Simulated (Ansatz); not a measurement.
# Preparing NaLaF4 (P1) as a host crystal, part 3 of 4

Aim: the runs on the perfect crystal NaLaF4 (P1) that a defect calculation needs first.

Ansatz 0.2.0; plane-wave PAW DFT, PBEsol; relaxation of the host's cell and atoms (the session's first sound run).

So far. Step 3 (Dielectric tensors of the host): The principal values of the electronic dielectric tensor are 2.47, 2.47 and 2.57. The principal values of the static dielectric tensor are 8.80, 9.09 and 15.68.

**6. Defect free supercell relaxed from its symmetric sites**

This cell, the one that will hold the defects, is built from the relaxed host. Its coarser k-points can move the atoms a little, so it is relaxed from the symmetric sites, as the reference for the test of stability.

This step: plane-wave PAW DFT, PBEsol; relaxation of the defect-free supercell from its symmetric sites (Ansatz 0.2.0).

pristine.symmetric/input.yaml

```yaml
crystal:
  lattice:
    - [-0.0252662097, 8.6181178832, 6.2236296645]
    - [6.1683330854, -4.421224773, 6.1530771679]
    - [6.1443786301, 4.4282738958, -6.1550255408]
  atoms:
    - { symbol: Na, position: [0.3243740929, 0.4151578422, 0.5756915972] }
    - { symbol: Na, position: [0.3243740929, 0.9151578422, 0.0756915972] }
    - { symbol: Na, position: [0.8243740929, 0.4151578422, 0.0756915972] }
    - { symbol: Na, position: [0.8243740929, 0.9151578422, 0.5756915972] }
    - { symbol: Na, position: [0.3434463916, 0.1706840344, 0.8358363958] }
    - { symbol: Na, position: [0.3434463916, 0.6706840344, 0.3358363958] }
    - { symbol: Na, position: [0.8434463916, 0.1706840344, 0.3358363958] }
    - { symbol: Na, position: [0.8434463916, 0.6706840344, 0.8358363958] }
    - { symbol: Na, position: [0.1683797291, 0.113725856, 0.3842012583] }
    - { symbol: Na, position: [0.1683797291, 0.613725856, 0.8842012583] }
    - { symbol: Na, position: [0.6683797291, 0.113725856, 0.8842012583] }
    - { symbol: Na, position: [0.6683797291, 0.613725856, 0.3842012583] }
    - { symbol: La, position: [0.4979530588, 0.4966321397, 0.0050425948] }
    - { symbol: La, position: [0.4979530588, 0.9966321397, 0.5050425948] }
    - { symbol: La, position: [0.9979530588, 0.4966321397, 0.5050425948] }
    - { symbol: La, position: [0.9979530588, 0.9966321397, 0.0050425948] }
    - { symbol: La, position: [0.0020056172, 0.2471792171, 0.7516854185] }
    - { symbol: La, position: [0.0020056172, 0.7471792171, 0.2516854185] }
    - { symbol: La, position: [0.5020056172, 0.2471792171, 0.2516854185] }
    - { symbol: La, position: [0.5020056172, 0.7471792171, 0.7516854185] }
    - { symbol: La, position: [0.1648338804, 0.3675600895, 0.1334480552] }
    - { symbol: La, position: [0.1648338804, 0.8675600895, 0.6334480552] }
    - { symbol: La, position: [0.6648338804, 0.3675600895, 0.6334480552] }
    - { symbol: La, position: [0.6648338804, 0.8675600895, 0.1334480552] }
    - { symbol: F, position: [0.1850295026, 0.120676469, 0.6541434679] }
    - { symbol: F, position: [0.1850295026, 0.620676469, 0.1541434679] }
    - { symbol: F, position: [0.6850295026, 0.120676469, 0.1541434679] }
    - { symbol: F, position: [0.6850295026, 0.620676469, 0.6541434679] }
    - { symbol: F, position: [0.1822162178, 0.3913851102, 0.3858695349] }
    - { symbol: F, position: [0.1822162178, 0.8913851102, 0.8858695349] }
    - { symbol: F, position: [0.6822162178, 0.3913851102, 0.8858695349] }
    - { symbol: F, position: [0.6822162178, 0.8913851102, 0.3858695349] }
    - { symbol: F, position: [0.0186647884, 0.1957888249, 0.1928861921] }
    - { symbol: F, position: [0.0186647884, 0.6957888249, 0.6928861921] }
    - { symbol: F, position: [0.5186647884, 0.1957888249, 0.6928861921] }
    - { symbol: F, position: [0.5186647884, 0.6957888249, 0.1928861921] }
    - { symbol: F, position: [0.0211846477, 0.4289078469, 0.9589811825] }
    - { symbol: F, position: [0.0211846477, 0.9289078469, 0.4589811825] }
    - { symbol: F, position: [0.5211846477, 0.4289078469, 0.4589811825] }
    - { symbol: F, position: [0.5211846477, 0.9289078469, 0.9589811825] }
    - { symbol: F, position: [0.2975116796, 0.1719284175, 0.1620788975] }
    - { symbol: F, position: [0.2975116796, 0.6719284175, 0.6620788975] }
    - { symbol: F, position: [0.7975116796, 0.1719284175, 0.6620788975] }
    - { symbol: F, position: [0.7975116796, 0.6719284175, 0.1620788975] }
    - { symbol: F, position: [0.2941569305, 0.4026481201, 0.9366219549] }
    - { symbol: F, position: [0.2941569305, 0.9026481201, 0.4366219549] }
    - { symbol: F, position: [0.7941569305, 0.4026481201, 0.4366219549] }
    - { symbol: F, position: [0.7941569305, 0.9026481201, 0.9366219549] }
    - { symbol: F, position: [0.3769741138, 0.1903863814, 0.4453477513] }
    - { symbol: F, position: [0.3769741138, 0.6903863814, 0.9453477513] }
    - { symbol: F, position: [0.8769741138, 0.1903863814, 0.9453477513] }
    - { symbol: F, position: [0.8769741138, 0.6903863814, 0.4453477513] }
    - { symbol: F, position: [0.377360832, 0.4486885101, 0.2091540674] }
    - { symbol: F, position: [0.377360832, 0.9486885101, 0.7091540674] }
    - { symbol: F, position: [0.877360832, 0.4486885101, 0.7091540674] }
    - { symbol: F, position: [0.877360832, 0.9486885101, 0.2091540674] }
    - { symbol: F, position: [0.4943801768, 0.2455082264, 1.0016486721] }
    - { symbol: F, position: [0.4943801768, 0.7455082264, 0.5016486721] }
    - { symbol: F, position: [0.9943801768, 0.2455082264, 0.5016486721] }
    - { symbol: F, position: [0.9943801768, 0.7455082264, 1.0016486721] }
    - { symbol: F, position: [0.4815997731, 0.4892286654, 0.7478107326] }
    - { symbol: F, position: [0.4815997731, 0.9892286654, 0.2478107326] }
    - { symbol: F, position: [0.9815997731, 0.4892286654, 0.2478107326] }
    - { symbol: F, position: [0.9815997731, 0.9892286654, 0.7478107326] }
    - { symbol: F, position: [0.1330065768, 0.4294845621, 0.6853960056] }
    - { symbol: F, position: [0.1330065768, 0.9294845621, 0.1853960056] }
    - { symbol: F, position: [0.6330065768, 0.4294845621, 0.1853960056] }
    - { symbol: F, position: [0.6330065768, 0.9294845621, 0.6853960056] }
    - { symbol: F, position: [0.1369199909, 0.1744276871, 0.9341552213] }
    - { symbol: F, position: [0.1369199909, 0.6744276871, 0.4341552213] }
    - { symbol: F, position: [0.6369199909, 0.1744276871, 0.4341552213] }
    - { symbol: F, position: [0.6369199909, 0.6744276871, 0.9341552213] }
basis:
  ecutwfc: 420
  xc_grid: 2
hamiltonian:
  xc: pbesol
kpoints:
  mp_grid: { grid: [1, 1, 1], shift: [0.25, 0.25, 0.25] }
scf:
  occupations: { method: fermi_dirac, width: 0.01 }
  max_iter: 80
output:
  forces: true
relax:
  f_tol: 0.01
  max_steps: 60
  escape_saddle: false
checkpoint:
  write: "../pristine.symmetric.run"
  compress: false
  write_wavefunctions: false
  write_every: 100000
```

The run is started by

```sh
ansatz run input.yaml --threads 4 --pin off --max-ram 7536MiB --backend cpu --events-out ev --progress --plain --runs-dir out
```

Numbers of over 12 decimals in the logs are rounded to 6 here.

Output:

```text
[...]
Crystal: 72 atoms, lattice volume = 992.090 Å³
Basis set: ecut = 420 eV, 19377 PW (Γ), exchange–correlation on 144×144×144 points (8 copies of the dense FFT grid, shifted against one another)
Bands: 360, of which v1, the nominal top of the filled ones, is band 288 counted from 1 (287 counted from 0)
Symmetry: 4 space group operations
[...]
k-points: 1
[...]
SCF iter   1: F=—  HF=-130199.026460 eV  |F-HF|=—  |Δ(HF+E_count)|=         —  Δρ=1.43e-2  dr2=1.29e0  ethr=1.77e-3  ⟨swp⟩=4.0  Hψ=1304  notcnv=0
[...]
SCF iter   7: F=-130198.688694 eV  HF=-130198.688693 eV  |F-HF|=6.60e-7  |Δ(HF+E_count)|=   1.69e-7  Δρ=1.21e-5  dr2=1.87e-6  ethr=4.34e-10  ⟨swp⟩=3.0  Hψ=1350  notcnv=0
SCF 1 converged in 7 iterations: F = -130198.688694 eV  dr2 = 1.87e-6
[...]
relax step   1: F+E_penalty+E_count = -130198.68869351 eV  Δ(F+E_penalty+E_count) = +0.000e0 eV  max|allowed force component| = 8.437e-4 eV/Å  Δτ_max = 0.0000 Å  (7 SCF iters, dr2 threshold 2.50e-6 eV, accepted)
[...]
SCF iter   4: F=-130198.688694 eV  HF=-130198.688694 eV  |F-HF|=9.88e-9  |Δ(HF+E_count)|=   2.53e-8  Δρ=1.55e-6  dr2=1.71e-8  ethr=1.74e-11  ⟨swp⟩=4.0  Hψ=1175  notcnv=0
SCF 2 converged in 4 iterations: F = -130198.688694 eV  dr2 = 1.71e-8
relax step   2: F+E_penalty+E_count = -130198.68869394 eV  Δ(F+E_penalty+E_count) = -4.357e-7 eV  max|allowed force component| = 8.440e-4 eV/Å  Δτ_max = 0.0000 Å  (4 SCF iters, accepted)
SCF converged after 4 iterations
Free energy (F): -130198.688694 eV
[...]
Internal energy: -130198.688694 eV  (E = F + TS)
E sigma→0 (E₀):  -130198.688694 eV
Fermi energy:    7.088144 eV
[...]
--- Forces (eV/Å), atoms counted from 1 ---
  atom   1  Na    -0.00003303     0.00029712     0.00001511
  atom   2  Na    -0.00003303     0.00029712     0.00001511
  atom   3  Na    -0.00003303     0.00029712     0.00001511
  atom   4  Na    -0.00003303     0.00029712     0.00001511
  atom   5  Na     0.00011211    -0.00017789    -0.00021077
  atom   6  Na     0.00011211    -0.00017789    -0.00021077
  atom   7  Na     0.00011211    -0.00017789    -0.00021077
  atom   8  Na     0.00011211    -0.00017789    -0.00021077
  atom   9  Na     0.00018420     0.00007143     0.00006316
  atom  10  Na     0.00018420     0.00007143     0.00006316
  atom  11  Na     0.00018420     0.00007143     0.00006316
  atom  12  Na     0.00018420     0.00007143     0.00006316
  atom  13  La    -0.00037475    -0.00056670     0.00084302
  atom  14  La    -0.00037475    -0.00056670     0.00084302
  atom  15  La    -0.00037475    -0.00056670     0.00084302
  atom  16  La    -0.00037475    -0.00056670     0.00084302
  atom  17  La    -0.00004477     0.00057954    -0.00053505
  atom  18  La    -0.00004477     0.00057954    -0.00053505
  atom  19  La    -0.00004477     0.00057954    -0.00053505
  atom  20  La    -0.00004477     0.00057954    -0.00053505
  atom  21  La    -0.00007473     0.00036997     0.00031075
  atom  22  La    -0.00007473     0.00036997     0.00031075
  atom  23  La    -0.00007473     0.00036997     0.00031075
  atom  24  La    -0.00007473     0.00036997     0.00031075
  atom  25  F     -0.00036331     0.00026669     0.00002510
  atom  26  F     -0.00036331     0.00026669     0.00002510
  atom  27  F     -0.00036331     0.00026669     0.00002510
  atom  28  F     -0.00036331     0.00026669     0.00002510
  atom  29  F     -0.00024036     0.00043720     0.00012809
  atom  30  F     -0.00024036     0.00043720     0.00012809
  atom  31  F     -0.00024036     0.00043720     0.00012809
  atom  32  F     -0.00024036     0.00043720     0.00012809
  atom  33  F      0.00039699    -0.00028486    -0.00078423
  atom  34  F      0.00039699    -0.00028486    -0.00078423
  atom  35  F      0.00039699    -0.00028486    -0.00078423
  atom  36  F      0.00039699    -0.00028486    -0.00078423
  atom  37  F      0.00030786    -0.00068574    -0.00013964
  atom  38  F      0.00030786    -0.00068574    -0.00013964
  atom  39  F      0.00030786    -0.00068574    -0.00013964
  atom  40  F      0.00030786    -0.00068574    -0.00013964
[...]
atom  61  F      0.00004181    -0.00005527     0.00006398
  atom  62  F      0.00004181    -0.00005527     0.00006398
  atom  63  F      0.00004181    -0.00005527     0.00006398
  atom  64  F      0.00004181    -0.00005527     0.00006398
  atom  65  F     -0.00002380    -0.00000178     0.00020027
  atom  66  F     -0.00002380    -0.00000178     0.00020027
  atom  67  F     -0.00002380    -0.00000178     0.00020027
  atom  68  F     -0.00002380    -0.00000178     0.00020027
  atom  69  F     -0.00014084     0.00028689     0.00035589
  atom  70  F     -0.00014084     0.00028689     0.00035589
  atom  71  F     -0.00014084     0.00028689     0.00035589
  atom  72  F     -0.00014084     0.00028689     0.00035589
  max |Σ_I F_I| component: 7.26e-5 eV/Å
--- Relaxed structure (2 steps of the walk, 2 accepted, 0 SCFs on fresh bases) ---
  F+E_penalty+E_count = -130198.68869394 eV   max|allowed force component| = 8.440e-4 eV/Å
  atoms:
    - { symbol: Na, position: [0.324374, 0.415158, 0.5756915972] }
    - { symbol: Na, position: [0.324374, 0.9151578422, 0.075692] }
    - { symbol: Na, position: [0.824374, 0.415158, 0.075692] }
    - { symbol: Na, position: [0.824374, 0.9151578422, 0.5756915972] }
    - { symbol: Na, position: [0.343446, 0.1706840344, 0.8358363958] }
    - { symbol: Na, position: [0.343446, 0.6706840344, 0.335836] }
    - { symbol: Na, position: [0.843446, 0.170684, 0.335836] }
    - { symbol: Na, position: [0.843446, 0.670684, 0.835836] }
    - { symbol: Na, position: [0.168380, 0.113726, 0.384201] }
    - { symbol: Na, position: [0.168380, 0.613726, 0.884201] }
    - { symbol: Na, position: [0.668380, 0.113726, 0.884201] }
    - { symbol: Na, position: [0.668380, 0.613726, 0.3842012583] }
    - { symbol: La, position: [0.497953, 0.496632, 0.005043] }
    - { symbol: La, position: [0.497953, 0.996632, 0.5050425948] }
    - { symbol: La, position: [0.997953, 0.496632, 0.505043] }
    - { symbol: La, position: [0.997953, 0.996632, 0.005043] }
    - { symbol: La, position: [0.002006, 0.247179, 0.751685] }
    - { symbol: La, position: [0.002006, 0.7471792171, 0.251685] }
    - { symbol: La, position: [0.5020056172, 0.247179, 0.251685] }
    - { symbol: La, position: [0.5020056172, 0.7471792171, 0.7516854185] }
    - { symbol: La, position: [0.1648338804, 0.367560, 0.1334480552] }
    - { symbol: La, position: [0.164834, 0.867560, 0.633448] }
    - { symbol: La, position: [0.664834, 0.367560, 0.633448] }
    - { symbol: La, position: [0.664834, 0.8675600895, 0.133448] }
    - { symbol: F, position: [0.185030, 0.120676, 0.6541434679] }
    - { symbol: F, position: [0.185030, 0.620676469, 0.154143] }
    - { symbol: F, position: [0.685030, 0.120676, 0.154143] }
    - { symbol: F, position: [0.685030, 0.620676, 0.654143] }
    - { symbol: F, position: [0.182216, 0.391385, 0.385870] }
    - { symbol: F, position: [0.182216, 0.891385, 0.885870] }
    - { symbol: F, position: [0.682216, 0.391385, 0.885870] }
    - { symbol: F, position: [0.682216, 0.891385, 0.385870] }
    - { symbol: F, position: [0.018665, 0.1957888249, 0.1928861921] }
    - { symbol: F, position: [0.018665, 0.6957888249, 0.6928861921] }
    - { symbol: F, position: [0.518665, 0.195789, 0.692886] }
    - { symbol: F, position: [0.518665, 0.6957888249, 0.192886] }
    - { symbol: F, position: [0.021185, 0.428908, 0.9589811825] }
    - { symbol: F, position: [0.021185, 0.9289078469, 0.458981] }
    - { symbol: F, position: [0.521185, 0.428908, 0.458981] }
    - { symbol: F, position: [0.5211846477, 0.9289078469, 0.958981] }
    - { symbol: F, position: [0.297512, 0.171928, 0.1620788975] }
    - { symbol: F, position: [0.297512, 0.671928, 0.6620788975] }
    - { symbol: F, position: [0.797512, 0.171928, 0.6620788975] }
    - { symbol: F, position: [0.797512, 0.6719284175, 0.162079] }
    - { symbol: F, position: [0.294157, 0.4026481201, 0.9366219549] }
    - { symbol: F, position: [0.2941569305, 0.902648, 0.436622] }
    - { symbol: F, position: [0.7941569305, 0.4026481201, 0.436622] }
    - { symbol: F, position: [0.7941569305, 0.902648, 0.9366219549] }
    - { symbol: F, position: [0.376974, 0.1903863814, 0.4453477513] }
    - { symbol: F, position: [0.3769741138, 0.6903863814, 0.945348] }
    - { symbol: F, position: [0.876974, 0.190386, 0.945348] }
    - { symbol: F, position: [0.876974, 0.690386, 0.445348] }
    - { symbol: F, position: [0.377361, 0.4486885101, 0.2091540674] }
    - { symbol: F, position: [0.377361, 0.9486885101, 0.7091540674] }
    - { symbol: F, position: [0.877361, 0.448689, 0.7091540674] }
    - { symbol: F, position: [0.877361, 0.948689, 0.209154] }
    - { symbol: F, position: [0.494380, 0.245508, 1.0016486721] }
    - { symbol: F, position: [0.494380, 0.745508, 0.5016486721] }
    - { symbol: F, position: [0.994380, 0.245508, 0.5016486721] }
    - { symbol: F, position: [0.994380, 0.745508, 1.0016486721] }
    - { symbol: F, position: [0.481600, 0.489229, 0.747811] }
    - { symbol: F, position: [0.481600, 0.9892286654, 0.247811] }
    - { symbol: F, position: [0.981600, 0.4892286654, 0.247811] }
    - { symbol: F, position: [0.981600, 0.989229, 0.747811] }
    - { symbol: F, position: [0.133007, 0.429485, 0.685396] }
    - { symbol: F, position: [0.133007, 0.9294845621, 0.185396] }
    - { symbol: F, position: [0.633007, 0.429485, 0.185396] }
    - { symbol: F, position: [0.633007, 0.929485, 0.685396] }
    - { symbol: F, position: [0.136920, 0.174428, 0.9341552213] }
    - { symbol: F, position: [0.136920, 0.674428, 0.434155] }
    - { symbol: F, position: [0.636920, 0.1744276871, 0.434155] }
    - { symbol: F, position: [0.636920, 0.674428, 0.934155] }
```

Elapsed: 14 s, on 4 threads of Intel Xeon 6975P-C (Granite Rapids), shared host; peak memory 2.1 GiB.

Hardly anything moved in the relaxation; the energy changed by under 0.2 meV an atom.

(Continued in part 4 of 4.)

[Logs are printed without paths, hosts, clocks, repeated set-up lines and the standing remarks that a program may print on its own settings, such as how far it seeks lower states.]

[Hosts, paths, dates, database ids (printed as entryN), source tags and the programs' standing remarks are cut or masked in the printed files.]

[Runs of the host that timed out are not shown.]

[For some hosts the program warned that the k-mesh of the response run may be too coarse for force constants and the static dielectric constant; such warnings are not always shown.]
